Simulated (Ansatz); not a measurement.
# Heat carried by phonons in KI (Fm-3m), part 2 of 2

Aim: the lattice thermal conductivity of KI against temperature, and which phonons carry it.

What experiment has found for this phase:
- thermal conductivity 2.6 W/m/K near room temperature (given in “Combining the AFLOW GIBBS and Elastic Libraries to efficiently and robustly screen thermo-mechanical properties of solids”, 2017, arXiv:1611.05714)
- thermal conductivity 2.6 W/m/K near room temperature (given in “Predicting the lattice thermal conductivity of solids by solving the Boltzmann transport equation: AFLOW - AAPL an automated, accurate and efficient framework”, 2017, arXiv:1611.05481)

Ansatz 0.2.0; DFT r2SCAN, scalar-relativistic, plane waves, PAW; PAW set soft_1.

So far. Step 2 (Probe on a coarse mesh): The start is under 0.15 GPa at this level and looks like an insulator or semiconductor on this mesh. Step 4 (Tight relaxation): The residual pressure is 0.0024 GPa, small enough for phonons. The relaxed cell has a = 7.092 Å (conventional setting).

### Step 5. A cheap rung

A small supercell and a short cutoff cost little, and show how far such settings carry.

The input, input.yaml:

```yaml
crystal:
  lattice:
    - [0.0, 3.5462012012, 3.5462012012]
    - [3.5462012012, 0.0, 3.5462012012]
    - [3.5462012012, 3.5462012012, 0.0]
  atoms:
    - { symbol: K, position: [0.0, 0.0, 0.0] }
    - { symbol: I, position: [0.5, 0.5, 0.5] }
kpoints:
  mp_grid: { grid: [8, 8, 8] }
hamiltonian:
  xc: r2scan
  pseudopotentials: { kind: paw, azcp: { folder: soft_1 } }
scf:
  occupations: { method: fixed }
  lower_state_search: "off"
output:
  eigenvalues: true
phonons:
  method: fd
  dielectric: true
  qmesh: [4, 4, 4]
  temperatures: { t_max: 1000, t_step: 50 }
  qpath:
    path:
      - [[0.0, 0.0, 0.0], [0.5, 0.0, 0.5], [0.5, 0.25, 0.75], [0.375, 0.375, 0.75], [0.0, 0.0, 0.0], [0.5, 0.5, 0.5], [0.625, 0.25, 0.625], [0.5, 0.25, 0.75], [0.5, 0.5, 0.5], [0.375, 0.375, 0.75]]
      - [[0.625, 0.25, 0.625], [0.5, 0.0, 0.5]]
    npoints: 10
  third_order: { supercell: [2, 2, 2], pair_cutoff: 3.696 }
  lattice_thermal_conductivity:
    qmesh: [15, 15, 15]
    temperatures: [100.0, 150.0, 200.0, 300.0, 400.0, 500.0]
    isotope_mass_variance: [{ species: I, variance: 0.0 }, { species: K, variance: 0.000164 }]
```

On the command line:

```bash
> ansatz run input.yaml --threads 18 --pin off --max-ram 92160MiB --backend cuda --events-out ev --progress --plain --runs-dir out
```

Numbers of over 12 decimals in the logs are rounded to 6 here.

What it wrote:

```text
Warning: phonons.dielectric: true without phonons.rigid_motions: the static dielectric tensor ε⁰ will be withheld (ε∞, Z* and the rows of modes are given); for a crystal or a slab, whose only rigid motions are the translations, set phonons.rigid_motions: translations
Warning: phonons.third_order: as it is cut ahead of every solve, the batch solves 28 displaced supercells where 26 would do. It runs under 48 of the 384 operations that the crystal's space group holds on the batch's supercell: the run's FFT boxes carry no more. The force constants lose no accuracy. For the smaller batch, try basis.xc_grid above 1 where it is 1, a denser FFT box (accuracy: high where it is lower, or a larger basis.ecutrho_ratio), or the same crystal shifted so that one of its atoms lies at the cell's origin: each can bring back operations that the batch needs, and none is sure to; [rest of the remark cut]
[...]
Crystal: 8 atoms, lattice volume = 356.763 Å³
Basis set: ecut = 500 eV, 9065 PW (Γ), FFT grids on a1, a2, −a1+2a2+a3, exchange–correlation on 320×512×512 points (512 copies of the dense FFT grid, shifted against one another)
Bands: 63, of which v1, the nominal top of the filled ones, is band 52 counted from 1 (51 counted from 0)
Symmetry: 16 space group operations
k-points: 42 of 128
[...]
SCF iter   1: F=-36296.055864 eV  HF=-36296.055864 eV  |F-HF|=2.18e-11  |Δ(HF+E_count)|=         —  Δρ=1.20e-7  dr2=1.88e-11  dr2_τ=1.94e-11  ethr=1.00e-12  ⟨swp⟩=3.0  Hψ=6867  notcnv=0
[...]
SCF iter   2: F=-36296.055864 eV  HF=-36296.055864 eV  |F-HF|=1.46e-11  |Δ(HF+E_count)|=    0.00e0  Δρ=5.87e-8  dr2=5.25e-12  dr2_τ=2.44e-13  ethr=1.00e-12  ⟨swp⟩=4.0  Hψ=7686  notcnv=0
SCF 1 converged in 2 iterations: F = -36296.055864 eV  dr2 = 5.25e-12
[...]
SCF iter   2: F=-36296.055864 eV  HF=-36296.055864 eV  |F-HF|=1.46e-11  |Δ(HF+E_count)|=  5.09e-11  Δρ=3.07e-8  dr2=1.59e-12  dr2_τ=7.02e-14  ethr=1.00e-12  ⟨swp⟩=3.5  Hψ=6940  notcnv=0
SCF 2 converged in 2 iterations: F = -36296.055864 eV  dr2 = 1.59e-12
[...]
Crystal: 2 atoms, lattice volume = 89.191 Å³
Basis set: ecut = 500 eV, 2229 PW (Γ), exchange–correlation on 160×160×160 points (64 copies of the dense FFT grid, shifted against one another)
Bands: 17, of which v1, the nominal top of the filled ones, is band 13 counted from 1 (12 counted from 0)
Symmetry: 48 space group operations
[...]
SCF 3 converged in 3 iterations: F = -9074.013966 eV  dr2 = 1.65e-12
[...]
SCF 49 converged in 6 iterations: F = -72592.110406 eV  dr2 = 3.84e-10
[...]
SCF 50 converged in 6 iterations: F = -72592.110021 eV  dr2 = 5.52e-10
SCF converged after 2 iterations
[...]
supercell 2 (4 cells, vectors [1, 0, 0], [-1, 1, 1], [0, 0, 4] in multiples of the cell's): 2 displaced members by 0.0025 Å; free energy -36296.055864 eV; taken off its force constants: by the sum rule 3.8e-4, by the symmetrisation 4.4e-4 eV/Å²; Γ matrix within 3.6e-5 eV/Å² of supercell 1's
  symmetry images taken by strict's conditions (phonons.symmetry_images: auto; settled by no image being taken that strict refuses)
[...]
q = [0.0000, 0.0000, 0.0000] (star 1, supercell 1; hermiticity 1.45e-16, symmetrization 1.57e-4): -0.00 0.00 0.00 100.90 100.90 100.90
[...]
joined force constants: q→R imaginary residual 5.13e-18
  density of states and harmonic sums: on the 16×16×16 q-mesh, interpolated from the force constants of a 4×4×4 supercell (with the dipole–dipole term)
  largest difference from the sums on the solved wave vectors: F 1.56e-2 eV, S 1.95e-5 and C_V 3.97e-6 eV/K
  zero-point energy: 0.028144 eV/cell   skipped modes (ω ≤ 0): 3   left out of the sums: 1.22e-4 of the cell's modes: C_V's classical limit lies that fraction below 3 k_B per atom; for a crystal, a wire or a layer, F and S can be off by more, and a phonons.interpolated_qmesh denser along its periods is the remedy for the sampling
--- Third-order force constants: 28 member SCFs in a 2×2×2 supercell (pair cutoff 3.696 Å, amplitude 0.03 Å, SCF threshold 1.00e-9 eV, Σ member SCF iterations 168) ---
[...]
38 force-constant blocks with the first atom in the home cell, fitted with 6 parameters over 4 symmetry orbits; no atom triplet left out
  sum-rule residual: 6.412e-2 → 4.163e-17 eV/Å³; symmetrization residual: 3.891e-3 eV/Å³; largest sum-rule correction relative to its orbit: 3.238e-2, on the orbit of the block of home site 0 with site 1 of cell (-1, -1, 0) and site 0 of cell (0, 0, 0), whose norm before the correction was 2.593e0 eV/Å³
--- Lattice thermal conductivity: 15×15×15 mesh (120 irreducible points), tetrahedron method ---
  three-phonon and isotope scattering only; four-phonon, boundary and, in a metal, phonon-electron scattering are left out
  each conductivity is what the modes' populations carry and what the coherences between them add
  conductivity (a third of the tensor's trace), W/(m K), in the relaxation-time approximation and from the full solution:
       T (K)   relaxation time   full solution  iterations             ending  least Ritz value
      100.00            9.6771          9.8517           9          converged          5.975e-1
      150.00            6.1873          6.3004           9          converged          5.868e-1
      200.00            4.5804          4.6653           9          converged          5.819e-1
      300.00            3.0375          3.0946           9          converged          5.775e-1
      400.00            2.2844          2.3277           9          converged          5.754e-1
      500.00            1.8375          1.8724           9          converged          5.741e-1
```

Run time: 2.7 min. Hardware: 1 × NVIDIA GB200 with 18 threads of Arm Neoverse V2, shared host; peak memory 2.7 GiB; 8.3 min of CPU time.

Numbers from this step:

```
Γ frequencies                              : 0, 0, 0, 100.9, 100.9, 100.9 cm⁻¹ (negative: imaginary)
lowest frequency on the path               : 0 cm⁻¹
zero-point energy                          : 0.02814 eV/cell
point group                                : m-3m
highest frequency                          : 136.6 cm⁻¹
Debye temperature from the second moment   : 152 K
κ at 300 K (relaxation time)               : 3.037 W/m/K
κ at 300 K (full solution)                 : 3.095 W/m/K
dipole term                                : run
mean free path at half of κ                : 24.5 nm
share of κ above the three lowest branches : 0.037
third-order blocks                         : 38
periodic aliases dropped                   : 0
largest relative sum-rule correction       : 0.03238
displaced cells, third order               : 28
```

W/m/K. Kappa, by row:

```tsv
T (K)	RTA xx	RTA yy	RTA zz	full xx	full yy	full zz	coherence part xx	coherence part yy	coherence part zz	ending	iterations	least Ritz value
100	9.677	9.677	9.677	9.852	9.852	9.852	0.01511	0.01511	0.01511	converged	9	0.597
150	6.187	6.187	6.187	6.3	6.3	6.3	0.02081	0.02081	0.02081	converged	9	0.587
200	4.58	4.58	4.58	4.665	4.665	4.665	0.02548	0.02548	0.02548	converged	9	0.582
300	3.037	3.037	3.037	3.095	3.095	3.095	0.03319	0.03319	0.03319	converged	9	0.577
400	2.284	2.284	2.284	2.328	2.328	2.328	0.03939	0.03939	0.03939	converged	9	0.575
500	1.838	1.838	1.838	1.872	1.872	1.872	0.04444	0.04444	0.04444	converged	9	0.574
```

This rung gives 3.04 W/(m K) at 300 K by relaxation time, but with 16 atoms, 1 neighbour distance inside the cutoff and a 15×15×15 mesh it is a test, not the conductivity of the crystal.

### Step 6. Summary of results

```yaml
conductivity: not obtained on sound settings
```

What this shows: No conductivity was obtained: no run with a large enough supercell and cutoff finished.

[Logs are printed without paths, hosts, clocks, repeated set-up lines and the standing remarks that a program may print on its own settings, such as how far it seeks lower states.]

[Hosts, paths, dates, database ids (printed as entryN), source tags and the programs' standing remarks are cut or masked in the printed files.]

[A step with changed settings may run another functional than the one named; its input shows which.]
